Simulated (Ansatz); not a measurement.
Planning a run of Ansatz 0.2.0 on TiO2 (Pbcn). The input:

```yaml
crystal:
  lattice:
    - [4.5226228022, 0.0, 0.0]
    - [0.0, 5.51961944, 0.0]
    - [0.0, 0.0, 4.90919686]
  atoms:
    - { symbol: Ti, position: [0.5, 0.6729646261, 0.75] }
    - { symbol: Ti, position: [0.0, 0.8270353739, 0.25] }
    - { symbol: Ti, position: [0.5, 0.3270353739, 0.25] }
    - { symbol: Ti, position: [0.0, 0.1729646261, 0.75] }
    - { symbol: O, position: [0.7271634211, 0.6210825866, 0.0821534767] }
    - { symbol: O, position: [0.2271634211, 0.8789174134, 0.9178465233] }
    - { symbol: O, position: [0.7728365789, 0.8789174134, 0.5821534767] }
    - { symbol: O, position: [0.2728365789, 0.6210825866, 0.4178465233] }
    - { symbol: O, position: [0.7271634211, 0.3789174134, 0.5821534767] }
    - { symbol: O, position: [0.2271634211, 0.1210825866, 0.4178465233] }
    - { symbol: O, position: [0.7728365789, 0.1210825866, 0.0821534767] }
    - { symbol: O, position: [0.2728365789, 0.3789174134, 0.9178465233] }
kpoints:
  mp_grid: { grid: [4, 2, 4] }
  band_path:
    path:
      - [0.0, 0.0, 0.0]
      - [0.5, 0.0, 0.0]
      - [0.5, 0.5, 0.0]
      - [0.0, 0.5, 0.0]
      - [0.0, 0.0, 0.5]
      - [0.5, 0.0, 0.5]
      - [0.5, 0.5, 0.5]
      - [0.0, 0.5, 0.5]
    npoints: 1
hamiltonian:
  xc: hse06
  pseudopotentials: { kind: paw, azcp: { folder: soft_1 } }
scf:
  occupations: { method: fixed }
  n_extra_bands: 8
output:
  eigenvalues: true
  write_density: true
  write_potential: true
  elf: true
  volumetric_format: npy
```

```sh
ansatz run input.yaml --threads 2 --pin off --max-ram 92160MiB --backend cuda --events-out ev --progress --plain --runs-dir out --devices 1 --max-vram 13GiB
```

Q: Estimate wall time and host memory on 1 × NVIDIA H100 80GB HBM3 (shared by 6 runs) with 2 threads of AMD EPYC 7R13 (Zen 3), shared host.

It took 38 s; on shared hardware allow 19 s to 75 s. Peak host memory was 1.5 GiB. The sizes that set the cost: 2405 plane waves a state, 18 irreducible k points and 21 SCF cycles.

Exact exchange couples every pair of k points and filled bands, so it costs far more than a semilocal run.

[Paths, hosts, dates, memory and timing lines, banners, echoed tables and standing remarks are left out of the program output.]

[Logs are printed without paths, hosts, clocks, repeated set-up lines and the standing remarks that a program may print on its own settings, such as how far it seeks lower states.]

[Runs of the session that timed out or met a known fault of the program may be left out.]

[Cells called generated may have been cut or substituted from an entry of the Crystallography Open Database or the Materials Project.]

[Hosts, paths, dates, database ids (printed as entryN), source tags and the programs' standing remarks are cut or masked in the printed files.]
